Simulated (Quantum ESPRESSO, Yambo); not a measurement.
An input for Yambo 5.3.0 (PtS2 (1T monolayer)):

```
optics
bss
bse
em1s
dipoles
rim_cut
rim_w
RandQpts= 3000000
RandGvec= 100 RL
CUTGeo= "slab z"
RandGvecW= 9 RL
Chimod= "HARTREE"
BSKmod= "SEX"
BSEmod= "resonant"
BSSmod= "d"
BSENGexx= 20 Ry
BSENGBlk= 4 Ry
% BSEQptR
 1 | 1 |
%
% BSEBands
 27 | 34 |
%
% BEnRange
 0 | 5 | eV
%
% BDmRange
 0.05 | 0.05 | eV
%
BEnSteps= 101
% BLongDir
 1 | 0 | 0 |
%
% BndsRnXs
 9 | 68 |
%
NGsBlkXs= 4 Ry
% LongDrXs
 1 | 1 | 0 |
%
% KfnQP_E
 1.21 | 1.0 | 1.0 |
%
WRbsWF
FFTGvecs= 34 Ry
```

```sh
OMP_NUM_THREADS=2 mpirun -n 2 yambo -F bse6.in -J bse6 -C bse6 > bse6.log
```

The stored states that it reads are on a 18×18×1 mesh. The cell holds 3 atoms: 1 Pt and 2 S. Its edges and angles: a = 3.574 Å, b = 3.574 Å, c = 15.000 Å, α = 90.0°, β = 90.0°, γ = 120.0°. Vacuum lies along c.

Question: Estimate wall time and host memory on 2 MPI ranks of Arm Neoverse V2, shared host.

It took 18 min; on shared hardware allow 9.2 min to 37 min. Peak host memory was 1.7 GiB.

The kernel grows as the square of the matrix size, and full diagonalisation as its cube.

[Paths, hosts, dates, memory and timing lines, banners, echoed tables and standing remarks are left out of the program output.]

[Logs are printed without paths, hosts, clocks, repeated set-up lines and the standing remarks that a program may print on its own settings, such as how far it seeks lower states.]

[Runs of the session that timed out or met a known fault of the program may be left out.]

[Hosts, paths, dates, database ids (printed as entryN), source tags and the programs' standing remarks are cut or masked in the printed files.]
